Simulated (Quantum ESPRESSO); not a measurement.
# TaTlO3 (Pm-3m): modes at Γ and the response to a field, part 3 of 3

Aim: the zone-centre modes of TaTlO3 (Pm-3m).

Quantum ESPRESSO 7.5; DFT LDA, scalar-relativistic, plane waves, PseudoDojo norm-conserving pseudopotentials.

So far. Step 5 (Zone-centre response): The acoustic modes at Γ come out as far as 1.0 cm⁻¹ from zero, where they should vanish, a small numerical error; the Born charges miss their sum rule by 0.0043 e, which is good. The lowest optical mode is imaginary, 90i cm⁻¹, an instability at this level and on this k mesh. Step 6 (Modes with the sum rule): The rule moves no optical mode by more than 0.1 cm⁻¹. The relaxed cell has a = 3.989 Å (conventional setting).

## (7) Sum rules set otherwise: a sum rule for molecules or wires on a crystal

This rule also removes rotations, which suits molecules and not a crystal; it is tried to see the harm.

dynmat.in reads:

```
 &input
    fildyn='g.dyn',
    asr='zero-dim',
    fileig='dynmat.eig',
    lperm=.true.,
 /
```

On the command line:

```
$ dynmat.x -in dynmat.in > dynmat.out
```

The program printed:

```text
[banner, memory and clock lines left out]
Program DYNMAT v.7.5

     Reading Dynamical Matrix from file g.dyn
     ...Force constants read
     ...epsilon and Z* read
     Acoustic Sum Rule: || Z*(ASR) - Z*(orig)|| =    4.579644E-02
     Acoustic Sum Rule: ||dyn(ASR) - dyn(orig)||=    2.555666E-01
     A direction for q was not specified:TO-LO splitting will be absent

     Polarizability (A^3 units)
     multiply by 0.317274 for Clausius-Mossotti correction
        32.611520    0.000000    0.000000
         0.000000   32.611520    0.000000
         0.000000    0.000000   32.611520

     IR activities are in (D/A)^2/amu units

# mode   [cm-1]    [THz]      IR
    1    -98.74   -2.9601   74.5022
    2    -98.74   -2.9601   74.5022
    3    -90.18   -2.7035   64.9655
    4     -0.00   -0.0000    0.0000
    5     -0.00   -0.0000    0.0000
    6     -0.00   -0.0000    0.0000
    7     -0.00   -0.0000    0.0000
    8      0.00    0.0000    0.0000
    9      0.00    0.0000    0.0000
   10    104.89    3.1447    4.7715
   11    250.80    7.5188    0.0944
   12    250.80    7.5188    0.0944
   13    404.11   12.1150   11.4971
   14    404.11   12.1150   11.4971
   15    456.28   13.6791   16.5558

Electronic dielectric permittivity tensor (relative, adimensional)
         7.455543    0.000000    0.000000
         0.000000    7.455543    0.000000
         0.000000    0.000000    7.455543

 ... with zone-center polar mode contributions
        14.813159    4.941894    4.941894
         4.941894   14.813159    4.941894
         4.941894    4.941894   14.813159

[end of the log left out, with the tail of the file of modes that dynmat.x writes under the same name]
```

The job ended after 0.47 s (1 thread of Arm Neoverse V1, shared host).

The run ended normally, but on settings that are not sound.

The fault: a sum rule for molecules or wires on a crystal; 3 optical modes are projected out to zero frequency, as if they were rotations.

For a crystal the rule has to be 'simple' or 'crystal'.

Zone-centre frequencies as printed; negative means imaginary. Modes:

| mode | frequency (cm⁻¹) |
| --- | --- |
| 1 | -98.74 |
| 2 | -98.74 |
| 3 | -90.18 |
| 4 | 0 |
| 5 | 0 |
| 6 | 0 |
| 7 | 0 |
| 8 | 0 |
| 9 | 0 |
| 10 | 104.9 |
| 11 | 250.8 |
| 12 | 250.8 |
| 13 | 404.1 |
| 14 | 404.1 |
| 15 | 456.3 |

## (8) Sum rules set otherwise (asr crystal)

The rule can be imposed in more than one way; the choices should agree where the raw error is small.

dynmat.in reads:

```
 &input
    fildyn='g.dyn',
    asr='crystal',
    fileig='dynmat.eig',
    lperm=.true.,
 /
```

On the command line:

```
$ dynmat.x -in dynmat.in > dynmat.out
```

The program printed:

```text
[banner, memory and clock lines left out]
Program DYNMAT v.7.5

     Reading Dynamical Matrix from file g.dyn
     ...Force constants read
     ...epsilon and Z* read
     Acoustic Sum Rule: || Z*(ASR) - Z*(orig)|| =    3.317946E-03
     Acoustic Sum Rule: ||dyn(ASR) - dyn(orig)||=    2.695029E-05
     A direction for q was not specified:TO-LO splitting will be absent

     Polarizability (A^3 units)
     multiply by 0.317274 for Clausius-Mossotti correction
        32.611520    0.000000    0.000000
         0.000000   32.611520    0.000000
         0.000000    0.000000   32.611520

     IR activities are in (D/A)^2/amu units

# mode   [cm-1]    [THz]      IR
    1    -90.18   -2.7035   64.9655
    2    -90.18   -2.7035   64.9655
    3    -90.18   -2.7035   64.9655
    4     -0.00   -0.0000    0.0000
    5      0.00    0.0000    0.0000
    6      0.00    0.0000    0.0000
    7    104.89    3.1447    4.7715
    8    104.89    3.1447    4.7715
    9    104.89    3.1447    4.7715
   10    281.37    8.4351    0.0000
   11    281.37    8.4351    0.0000
   12    281.37    8.4351    0.0000
   13    456.28   13.6791   16.5558
   14    456.28   13.6791   16.5558
   15    456.28   13.6791   16.5558

Electronic dielectric permittivity tensor (relative, adimensional)
         7.455543    0.000000    0.000000
         0.000000    7.455543    0.000000
         0.000000    0.000000    7.455543

 ... with zone-center polar mode contributions
        24.696948   -0.000000    0.000000
        -0.000000   24.696948    0.000000
         0.000000    0.000000   24.696948

[end of the log left out, with the tail of the file of modes that dynmat.x writes under the same name]
```

Elapsed: 0.46 s, on 1 thread.

Zone-centre frequencies as printed; negative means imaginary. Modes:

| mode | frequency (cm⁻¹) |
| --- | --- |
| 1 | -90.18 |
| 2 | -90.18 |
| 3 | -90.18 |
| 4 | 0 |
| 5 | 0 |
| 6 | 0 |
| 7 | 104.9 |
| 8 | 104.9 |
| 9 | 104.9 |
| 10 | 281.4 |
| 11 | 281.4 |
| 12 | 281.4 |
| 13 | 456.3 |
| 14 | 456.3 |
| 15 | 456.3 |

Against the first rule no mode moves by more than 0.1 cm⁻¹.

## (9) Modes along a direction of q (1 0 0)

A longitudinal polar mode sets up a macroscopic field that stiffens it; the term hangs on the direction from which q goes to zero.

dynmat.in reads:

```
 &input
    fildyn='g.dyn',
    asr='simple',
    fileig='dynmat.eig',
    q(1)=1.0,
    q(2)=0.0,
    q(3)=0.0,
 /
```

On the command line:

```
$ dynmat.x -in dynmat.in > dynmat.out
```

The program printed:

```text
[banner, memory and clock lines left out]
Program DYNMAT v.7.5

     Reading Dynamical Matrix from file g.dyn
     ...Force constants read
     ...epsilon and Z* read

     Polarizability (A^3 units)
     multiply by 0.317274 for Clausius-Mossotti correction
        32.611520    0.000000    0.000000
         0.000000   32.611520    0.000000
         0.000000    0.000000   32.611520

     IR activities are in (D/A)^2/amu units

# mode   [cm-1]    [THz]      IR
    1    -90.18   -2.7034   64.9649
    2    -90.18   -2.7034   64.9649
    3     -0.00   -0.0000    0.0000
    4      0.00    0.0000    0.0000
    5      0.00    0.0000    0.0000
    6     97.90    2.9348    0.0191
    7    104.90    3.1447    4.7728
    8    104.90    3.1447    4.7728
    9    281.39    8.4359    0.0000
   10    281.39    8.4359    0.0000
   11    281.39    8.4359    0.0000
   12    376.29   11.2808    7.1273
   13    456.29   13.6793   16.5551
   14    456.29   13.6793   16.5551
   15    669.90   20.0831   79.1463

[end of the log left out, with the tail of the file of modes that dynmat.x writes under the same name]
```

Elapsed: 0.46 s, on 1 thread.

Numbers from this step:

```yaml
highest_mode_moved_by_the_lo_to_term: 669.9 cm⁻¹
```

Zone-centre frequencies as printed; negative means imaginary. Modes:

| mode | frequency (cm⁻¹) |
| --- | --- |
| 1 | -90.18 |
| 2 | -90.18 |
| 3 | 0 |
| 4 | 0 |
| 5 | 0 |
| 6 | 97.9 |
| 7 | 104.9 |
| 8 | 104.9 |
| 9 | 281.4 |
| 10 | 281.4 |
| 11 | 281.4 |
| 12 | 376.3 |
| 13 | 456.3 |
| 14 | 456.3 |
| 15 | 669.9 |

The field moves 3 modes; the highest of them now lies at 670 cm⁻¹, where the highest that moved away lay at 456.

## (10) Outcome

```json
{
 "space group after relaxation": "Pm-3m",
 "volume per atom": "12.7 Å³",
 "gap on the k-mesh": "0.550 eV",
 "highest optical zone-centre mode (no LO-TO term)": "456.3 cm⁻¹",
 "lowest optical zone-centre mode": "-90.2 cm⁻¹",
 "highest mode moved by the LO-TO term (probably not converged in the k mesh)": "669.9 cm⁻¹",
 "mean high-frequency dielectric constant (probably not converged in the k mesh)": "7.46",
 "largest Born charge in size (third of the trace) (probably not converged in the k mesh)": "8.72 e",
 "imaginary optical modes at the zone centre (no q mesh in this session)": "yes"
}
```

**Reading.** At the LDA level the optical modes of TaTlO3 (Pm-3m) at the zone centre (no LO-TO term) run from 90i to 456 cm⁻¹, so the structure is a saddle point, with 3 modes beyond 10i cm⁻¹ there. Along the directions run, the highest mode that the macroscopic field moves lies at 670 cm⁻¹. ε∞, the Born charges and what follows from them are probably not converged in the k mesh. Of the 12 optical modes, 9 are infrared active alone and 3 are silent. These are harmonic frequencies at zero temperature: anharmonic shifts and linewidths and thermal expansion are left out. Spin-orbit coupling is left out, which can matter for the heavy elements here. The structure comes from a database and need not be the phase that is stable at ambient conditions.

[Host names and launcher messages were left out of these logs when they were recorded.]

[Logs are printed without paths, hosts, clocks, repeated set-up lines and the standing remarks that a program may print on its own settings, such as how far it seeks lower states.]

[Hosts, paths, dates, database ids (printed as entryN), source tags and the programs' standing remarks are cut or masked in the printed files.]
